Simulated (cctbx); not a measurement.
**A crystallographic session in cctbx: Er2Lu5Fe2Se2**

Library: cctbx 2025.11. The data are simulated by the first script.

## 1. Simulate the data

run.py:

```python
from cctbx import adptbx, crystal, miller, sgtbx, xray
from cctbx.array_family import flex
from iotbx.shelx import hklf
from scitbx import matrix
import scitbx.random

cs = crystal.symmetry(unit_cell=(3.758, 15.453, 9.542, 90, 90, 90), space_group_symbol='Hall: I 2 -2')  # Imm2
atoms = [  # label, site, U (iso, or U11 U22 U33 U12 U13 U23 in A^2), occupancy
    ("Lu1", (0.5, 0.5, 0.4947), (0.0072, 0.0083, 0.0051, 0.0000, 0.0000, 0.0000), 1),
    ("Lu2", (0, 0.3579, 0.2652), (0.0041, 0.0051, 0.0056, 0.0000, 0.0000, 0.0003), 1),
    ("Lu3", (0.5, 0.6333, 0.9152), (0.0050, 0.0033, 0.0056, 0.0000, 0.0000, -0.0004), 1),
    ("Er1", (0.5, 0.813, 0.1182), (0.0041, 0.0075, 0.0053, 0.0000, 0.0000, -0.0018), 1),
    ("Se1", (0.5, 0.5, 0.1678), (0.0054, 0.0056, 0.0048, 0.0000, 0.0000, 0.0000), 1),
    ("Se2", (0, 0.5, 0.7536), (0.0041, 0.0077, 0.0067, 0.0000, 0.0000, 0.0000), 1),
    ("Fe1", (0, 0.2368, 0.924), (0.0104, 0.0085, 0.0078, 0.0000, 0.0000, 0.0016), 1),
]
xs = xray.structure(crystal_symmetry=cs)
for label, site, u, occ in atoms:
    u = adptbx.u_cif_as_u_star(cs.unit_cell(), u) if isinstance(u, tuple) else u
    xs.add_scatterer(xray.scatterer(label, site=site, u=u, occupancy=occ))
xs.set_inelastic_form_factors(0.71073, "sasaki")
xs.show_summary()
p1 = xs.expand_to_p1()
ms = miller.build_set(p1, anomalous_flag=True, d_min=0.77)
flex.set_random_seed(897969)
scitbx.random.set_random_seed(897969)
ms = ms.select(flex.random_double(ms.size()) < 0.9)
i = ms.structure_factors_from_scatterers(p1, algorithm="direct").f_calc().as_intensity_array().data()
i = i * 5000 / flex.max(i)
sig = flex.sqrt(i + flex.pow2(0.06 * i) + 2 ** 2)
noise = scitbx.random.variate(scitbx.random.normal_distribution())(i.size())
data = ms.array(data=i + sig * noise, sigmas=sig).set_observation_type_xray_intensity()
with open("data.hkl", "w") as f:
    data.export_as_shelx_hklf(f)
print("reflections written:", data.size(), " <I/sigma> = %.1f" % flex.mean(data.data() / data.sigmas()))
for h, a, b in list(data.sort("data"))[:12]:
    print("%4d%4d%4d %9.1f %7.1f" % (h + (a, b)))
```

```console
$ python run.py
```

```text
Number of scatterers: 7
At special positions: 7
Unit cell: (3.758, 15.453, 9.542, 90, 90, 90)
Space group: I m m 2 (No. 44)
reflections written: 4600  <I/sigma> = 4.8
  -2   0   0    4931.8   308.2
   2   0   0    4844.5   308.2
   0  -3  -3    3062.8   191.4
   0  -3   3    2929.9   192.6
   0   3   3    2922.9   192.6
   0   3  -3    2790.5   191.4
  -1  -4   1    2403.9   142.9
  -1   4  -1    2403.8   142.5
   1  -4   1    2341.3   142.9
  -1   4   1    2334.9   142.9
   1   4   1    2292.1   142.9
   1  -4  -1    2278.5   142.5
```

It took 0.24 s on 1 thread of Arm Neoverse V2, with other jobs on the host, peak memory 0.07 GiB.

## 2. Refinement (refined in the given hand)

run.py:

```python
import math
from cctbx import adptbx, crystal, maptbx, sgtbx, xray
from cctbx.array_family import flex
from cctbx.xray import observations
from iotbx.shelx import hklf
from scitbx.lstbx import normal_eqns_solving
from smtbx import absolute_structure, utils
from smtbx.refinement import constraints, least_squares

cs = crystal.symmetry(unit_cell=(3.758, 15.453, 9.542, 90, 90, 90), space_group_symbol='Hall: I 2 -2')  # Imm2
atoms = [  # label, site, U (iso, or U11 U22 U33 U12 U13 U23 in A^2), occupancy
    ("Lu1", (0.5, 0.5, 0.4941), 0.0200, 1),
    ("Lu2", (0, 0.3592, 0.265), 0.0200, 1),
    ("Lu3", (0.5, 0.6362, 0.9191), 0.0200, 1),
    ("Er1", (0.5, 0.8116, 0.1179), 0.0200, 1),
    ("Se1", (0.5, 0.5, 0.1686), 0.0200, 1),
    ("Se2", (0, 0.5, 0.7546), 0.0200, 1),
    ("Fe1", (0, 0.2368, 0.9231), 0.0200, 1),
]
xs = xray.structure(crystal_symmetry=cs)
for label, site, u, occ in atoms:
    u = adptbx.u_cif_as_u_star(cs.unit_cell(), u) if isinstance(u, tuple) else u
    xs.add_scatterer(xray.scatterer(label, site=site, u=u, occupancy=occ))
xs.set_inelastic_form_factors(0.71073, "sasaki")
xs.convert_to_anisotropic()
raw = hklf.reader(file_name="data.hkl").as_miller_arrays(crystal_symmetry=cs, anomalous=True)[0]
merged = raw.eliminate_sys_absent().merge_equivalents()
fo2 = merged.array().set_observation_type_xray_intensity()
print("Rint %.3f, %d unique reflections to %.2f A" % (merged.r_int(), fo2.size(), fo2.d_min()))
for sc in xs.scatterers():
    sc.flags.set_grad_site(True)
    sc.flags.set_grad_u_aniso(sc.flags.use_u_aniso())
    sc.flags.set_grad_u_iso(sc.flags.use_u_iso())
obs = fo2.as_xray_observations()
extra = {}
rep = constraints.reparametrisation(xs, [], utils.connectivity_table(xs), **extra)
ls = least_squares.crystallographic_ls(obs, rep, weighting_scheme=least_squares.mainstream_shelx_weighting(a=0, b=0))
print("cycle     R1     wR2    GooF  max shift (A)")
for cycle in range(8):
    ls.build_up()
    r1, wr2, goof = ls.r1_factor(cutoff_factor=2)[0], ls.wR2(), ls.goof()
    old = xs.sites_cart()
    normal_eqns_solving.levenberg_marquardt_iterations(ls, n_max_iterations=3, tau=1e-06, step_threshold=1e-7)
    big = flex.max((xs.sites_cart() - old).norms())
    print("%4d %7.4f %7.4f %7.3f %9.5f" % (cycle + 1, r1, wr2, goof, big))
    ls.build_up(objective_only=True)
    if abs(ls.wR2() - wr2) < 5e-5 and big < 5e-4:
        break
ls.build_up()
print("final R1 %.4f wR2 %.4f GooF %.3f  parameters %d  data/parameter %.1f" % (ls.r1_factor(cutoff_factor=2)[0], ls.wR2(), ls.goof(), ls.n_parameters, fo2.size() / ls.n_parameters))
cov = ls.covariance_matrix_and_annotations()
su = dict(zip(cov.annotations, (math.sqrt(max(v, 0)) for v in cov.matrix.matrix_packed_u_diagonal())))
a2 = cs.unit_cell().reciprocal_parameters()[0] ** -2
print("atom        x        y        z      Ueq    occ   su(xyz)  su(Uiso or U11)")
for sc in xs.scatterers():
    s = max(su.get(sc.label + k, 0) for k in (".x", ".y", ".z"))
    npd = "" if sc.is_positive_definite_u(cs.unit_cell()) else "  NPD"
    print("%-5s %8.5f %8.5f %8.5f %8.4f %6.3f %8.5f %7.4f%s" % ((sc.label,) + sc.site + (sc.u_iso_or_equiv(cs.unit_cell()), sc.occupancy, s, su.get(sc.label + ".uiso", su.get(sc.label + ".u11", 0) * a2), npd)))
fc = fo2.structure_factors_from_scatterers(xs, algorithm="direct").f_calc()
absolute_structure.flack_analysis(xs, fo2.as_xray_observations()).show()
h = absolute_structure.hooft_analysis(fo2, fc, scale_factor=ls.scale_factor())
print("Hooft y: %.3f(%.0f)  Bijvoet pairs: %d" % (h.hooft_y, 1000 * h.sigma_y, h.n_bijvoet_pairs))
fo = fo2.f_sq_as_f()
fc = fo.structure_factors_from_scatterers(xs, algorithm="direct").f_calc()
diff = fo.f_obs_minus_f_calc(1 / math.sqrt(ls.scale_factor()), fc).average_bijvoet_mates()
m = diff.fft_map(symmetry_flags=maptbx.use_space_group_symmetry, resolution_factor=0.25).apply_volume_scaling()
print("difference map: max %.2f min %.2f rms %.2f" % (m.statistics().max(), m.statistics().min(), m.statistics().sigma()))
peaks = m.peak_search(parameters=maptbx.peak_search_parameters(min_distance_sym_equiv=0.6, max_clusters=6)).all()
near = xs.closest_distances(peaks.sites(), distance_cutoff=4)
sps = cs.special_position_settings(min_distance_sym_equiv=0.5)
for k, (x, h) in enumerate(zip(peaks.sites(), peaks.heights())):
    ss = sps.site_symmetry(x)
    print("Q%-3d %7.4f %7.4f %7.4f %4d %7.2f  %.2f A from %s" % ((k + 1,) + tuple(t % 1 for t in ss.exact_site()) + (ss.multiplicity(), h, near.smallest_distances[k], xs.scatterers()[near.i_seqs[k]].label)))
```

```console
$ python run.py
```

```text
Rint 0.052, 753 unique reflections to 0.77 A
cycle     R1     wR2    GooF  max shift (A)
   1  0.1401  0.3139   5.419   0.05440
   2  0.0234  0.0550   0.949   0.00015
final R1 0.0234 wR2 0.0550 GooF 0.949  parameters 36  data/parameter 20.9
atom        x        y        z      Ueq    occ   su(xyz)  su(Uiso or U11)
Lu1    0.50000  0.50000  0.49548   0.0066  1.000  0.00009  0.0005
Lu2    0.00000  0.35789  0.26591   0.0052  1.000  0.00007  0.0003
Lu3    0.50000  0.63337  0.91571   0.0046  1.000  0.00007  0.0003
Er1    0.50000  0.81307  0.11896   0.0055  1.000  0.00008  0.0003
Se1    0.50000  0.50000  0.16852   0.0049  1.000  0.00024  0.0011
Se2    0.00000  0.50000  0.75424   0.0062  1.000  0.00028  0.0010
Fe1    0.00000  0.23682  0.92486   0.0094  1.000  0.00030  0.0012
Flack x: -0.05(6)
Hooft y: -0.040(66)  Bijvoet pairs: 352
difference map: max 1.42 min -2.00 rms 0.35
Q1    0.2627  0.0000  0.5960    4    1.46  1.21 A from Se1
Q2    0.0000  0.0000  0.0787    2    1.35  0.79 A from Lu1
Q3    0.0000  0.4311  0.9003    4    1.31  1.75 A from Se2
Q4    0.0000  0.1127  0.1279    4    1.26  2.15 A from Lu1
Q5    0.0000  0.3347  0.4420    4    1.18  1.72 A from Lu2
Q6    0.0000  0.5000  0.6123    2    1.12  1.35 A from Se2
```

Time: 0.42 s.

## 3. Refinement

run.py, as its changes from the last script of this kind:

```diff
@@ -12,7 +12,7 @@
-    ("Lu1", (0.5, 0.5, 0.4941), 0.0200, 1),
-    ("Lu2", (0, 0.3592, 0.265), 0.0200, 1),
-    ("Lu3", (0.5, 0.6362, 0.9191), 0.0200, 1),
-    ("Er1", (0.5, 0.8116, 0.1179), 0.0200, 1),
-    ("Se1", (0.5, 0.5, 0.1686), 0.0200, 1),
-    ("Se2", (0, 0.5, 0.7546), 0.0200, 1),
-    ("Fe1", (0, 0.2368, 0.9231), 0.0200, 1),
+    ("Lu1", (0.5, 0.5, 0.50452), 0.0066, 1),
+    ("Lu2", (0, 0.64211, 0.73409), 0.0052, 1),
+    ("Lu3", (0.5, 0.36663, 0.08429), 0.0046, 1),
+    ("Er1", (0.5, 0.18693, 0.88104), 0.0055, 1),
+    ("Se1", (0.5, 0.5, 0.83148), 0.0049, 1),
+    ("Se2", (0, 0.5, 0.24576), 0.0062, 1),
+    ("Fe1", (0, 0.76318, 0.07514), 0.0094, 1),
```

```console
$ python run.py
```

```text
Rint 0.052, 753 unique reflections to 0.77 A
cycle     R1     wR2    GooF  max shift (A)
   1  0.0292  0.0709   1.224   0.00128
   2  0.0273  0.0650   1.123   0.00001
final R1 0.0273 wR2 0.0650 GooF 1.123  parameters 36  data/parameter 20.9
atom        x        y        z      Ueq    occ   su(xyz)  su(Uiso or U11)
Lu1    0.50000  0.50000  0.50453   0.0066  1.000  0.00011  0.0005
Lu2    0.00000  0.64209  0.73410   0.0052  1.000  0.00008  0.0004
Lu3    0.50000  0.36662  0.08431   0.0046  1.000  0.00008  0.0004
Er1    0.50000  0.18692  0.88103   0.0055  1.000  0.00009  0.0004
Se1    0.50000  0.50000  0.83147   0.0050  1.000  0.00029  0.0013
Se2    0.00000  0.50000  0.24568   0.0064  1.000  0.00033  0.0012
Fe1    0.00000  0.76318  0.07501   0.0098  1.000  0.00036  0.0014
Flack x: 1.04(6)
Hooft y: 1.042(66)  Bijvoet pairs: 352
difference map: max 1.45 min -2.19 rms 0.35
Q1    0.2671  0.0000  0.3991    4    1.49  1.19 A from Se1
Q2    0.0000  0.3358  0.5616    4    1.24  1.68 A from Lu2
Q3    0.0000  0.4303  0.1006    4    1.17  1.75 A from Se2
Q4    0.0000  0.3979  0.4457    4    1.17  1.45 A from Er1
Q5    0.0000  0.0000  0.5874    2    1.12  2.06 A from Lu3
Q6    0.0000  0.2365  0.2337    4    1.11  1.51 A from Fe1
```

Time: 0.42 s.

This run holds a fault made on purpose: the structure inverted.

## 4. Simulate the data

run.py, as its changes from the last script of this kind:

```diff
@@ -21 +21 @@
-xs.set_inelastic_form_factors(0.71073, "sasaki")
+xs.set_inelastic_form_factors(1.54184, "sasaki")
@@ -24,3 +24,3 @@
-ms = miller.build_set(p1, anomalous_flag=True, d_min=0.77)
-flex.set_random_seed(897969)
-scitbx.random.set_random_seed(897969)
+ms = miller.build_set(p1, anomalous_flag=True, d_min=0.83)
+flex.set_random_seed(172556)
+scitbx.random.set_random_seed(172556)
@@ -30 +30 @@
-sig = flex.sqrt(i + flex.pow2(0.06 * i) + 2 ** 2)
+sig = flex.sqrt(i + flex.pow2(0.06 * i) + 8 ** 2)
```

```console
$ python run.py
```

```text
Number of scatterers: 7
At special positions: 7
Unit cell: (3.758, 15.453, 9.542, 90, 90, 90)
Space group: I m m 2 (No. 44)
reflections written: 3737  <I/sigma> = 4.4
  -2   0   0    5154.9   308.3
   2   0   0    4840.4   308.3
   0  -3   3    3621.6   193.7
   0  -3  -3    3392.6   193.0
   0   3   3    3238.7   193.7
   1   4  -1    2579.4   153.5
   1  -4  -1    2558.3   153.5
  -1   4  -1    2541.5   153.5
   1   4   1    2495.0   147.4
  -1  -4   1    2447.3   147.4
  -1   4   1    2384.0   147.4
   1  -4   1    2340.7   147.4
```

Time: 0.25 s.

## 5. Refinement (refined in the given hand)

run.py, as its changes from the last script of this kind:

```diff
@@ -12,7 +12,7 @@
-    ("Lu1", (0.5, 0.5, 0.50452), 0.0066, 1),
-    ("Lu2", (0, 0.64211, 0.73409), 0.0052, 1),
-    ("Lu3", (0.5, 0.36663, 0.08429), 0.0046, 1),
-    ("Er1", (0.5, 0.18693, 0.88104), 0.0055, 1),
-    ("Se1", (0.5, 0.5, 0.83148), 0.0049, 1),
-    ("Se2", (0, 0.5, 0.24576), 0.0062, 1),
-    ("Fe1", (0, 0.76318, 0.07514), 0.0094, 1),
+    ("Lu1", (0.5, 0.5, 0.4985), 0.0200, 1),
+    ("Lu2", (0, 0.3598, 0.2678), 0.0200, 1),
+    ("Lu3", (0.5, 0.6341, 0.9134), 0.0200, 1),
+    ("Er1", (0.5, 0.8113, 0.1148), 0.0200, 1),
+    ("Se1", (0.5, 0.5, 0.1673), 0.0200, 1),
+    ("Se2", (0, 0.5, 0.751), 0.0200, 1),
+    ("Fe1", (0, 0.237, 0.9271), 0.0200, 1),
@@ -24 +24 @@
-xs.set_inelastic_form_factors(0.71073, "sasaki")
+xs.set_inelastic_form_factors(1.54184, "sasaki")
```

```console
$ python run.py
```

```text
Rint 0.059, 616 unique reflections to 0.83 A
cycle     R1     wR2    GooF  max shift (A)
   1  0.1209  0.2711   4.385   0.04298
   2  0.0253  0.0587   0.949   0.00021
final R1 0.0253 wR2 0.0587 GooF 0.949  parameters 36  data/parameter 17.1
atom        x        y        z      Ueq    occ   su(xyz)  su(Uiso or U11)
Lu1    0.50000  0.50000  0.49482   0.0071  1.000  0.00014  0.0007
Lu2    0.00000  0.35796  0.26555   0.0048  1.000  0.00010  0.0005
Lu3    0.50000  0.63322  0.91560   0.0049  1.000  0.00011  0.0005
Er1    0.50000  0.81306  0.11829   0.0052  1.000  0.00012  0.0005
Se1    0.50000  0.50000  0.16804   0.0052  1.000  0.00031  0.0014
Se2    0.00000  0.50000  0.75400   0.0062  1.000  0.00037  0.0014
Fe1    0.00000  0.23703  0.92474   0.0075  1.000  0.00041  0.0015
Flack x: -0.01(3)
Hooft y: 0.012(33)  Bijvoet pairs: 287
difference map: max 1.86 min -2.27 rms 0.39
Q1    0.0000  0.5000  0.4385    2    1.86  1.95 A from Lu1
Q2    0.0000  0.4435  0.5409    4    1.53  2.12 A from Lu1
Q3    0.0000  0.3763  0.4861    4    1.50  1.60 A from Er1
Q4    0.0000  0.2055  0.1073    4    1.47  1.81 A from Fe1
Q5    0.0000  0.5000  0.0392    2    1.44  2.25 A from Se1
Q6    0.1621  0.4545  0.8590    8    1.33  1.37 A from Se2
```

Time: 0.42 s.

## 6. Simulate the data

run.py, as its changes from the last script of this kind:

```diff
@@ -25,2 +25,2 @@
-flex.set_random_seed(172556)
-scitbx.random.set_random_seed(172556)
+flex.set_random_seed(196760)
+scitbx.random.set_random_seed(196760)
@@ -29,2 +29,7 @@
-i = i * 5000 / flex.max(i)
-sig = flex.sqrt(i + flex.pow2(0.06 * i) + 8 ** 2)
+law = matrix.sqr((-1, 0, 0, 0, -1, 0, 0, 0, -1))
+mate = flex.miller_index([tuple(matrix.row(h) * law) for h in ms.indices()])
+i2 = ms.customized_copy(indices=mate).structure_factors_from_scatterers(p1, algorithm="direct").f_calc().as_intensity_array().data()
+i = (1 - 0.15) * i + 0.15 * i2
+i = i / flex.sqrt(1 + 0.1 * i / flex.max(i))  # extinction
+i = i * 20000 / flex.max(i)
+sig = flex.sqrt(i + flex.pow2(0.015 * i) + 4 ** 2)
```

```console
$ python run.py
```

```text
Number of scatterers: 7
At special positions: 7
Unit cell: (3.758, 15.453, 9.542, 90, 90, 90)
Space group: I m m 2 (No. 44)
reflections written: 3675  <I/sigma> = 12.6
  -2   0   0   20083.5   331.7
   2   0   0   19786.2   331.7
   0   3  -3   12895.6   219.0
   0   3   3   12863.0   219.4
   0  -3   3   12750.2   219.4
   0  -3  -3   12634.3   219.0
   1  -4  -1   10118.0   178.1
  -1   4  -1    9867.3   178.1
  -1   4   1    9718.0   173.8
   1   4  -1    9618.6   178.1
   1  -4   1    9582.9   173.8
   1   4   1    9533.1   173.8
```

Run time: 0.26 s on 1 thread of Arm Neoverse V2 (shared host), peak memory 0.07 GiB.

[Logs are printed without paths, hosts, clocks, repeated set-up lines and the standing remarks that a program may print on its own settings, such as how far it seeks lower states.]
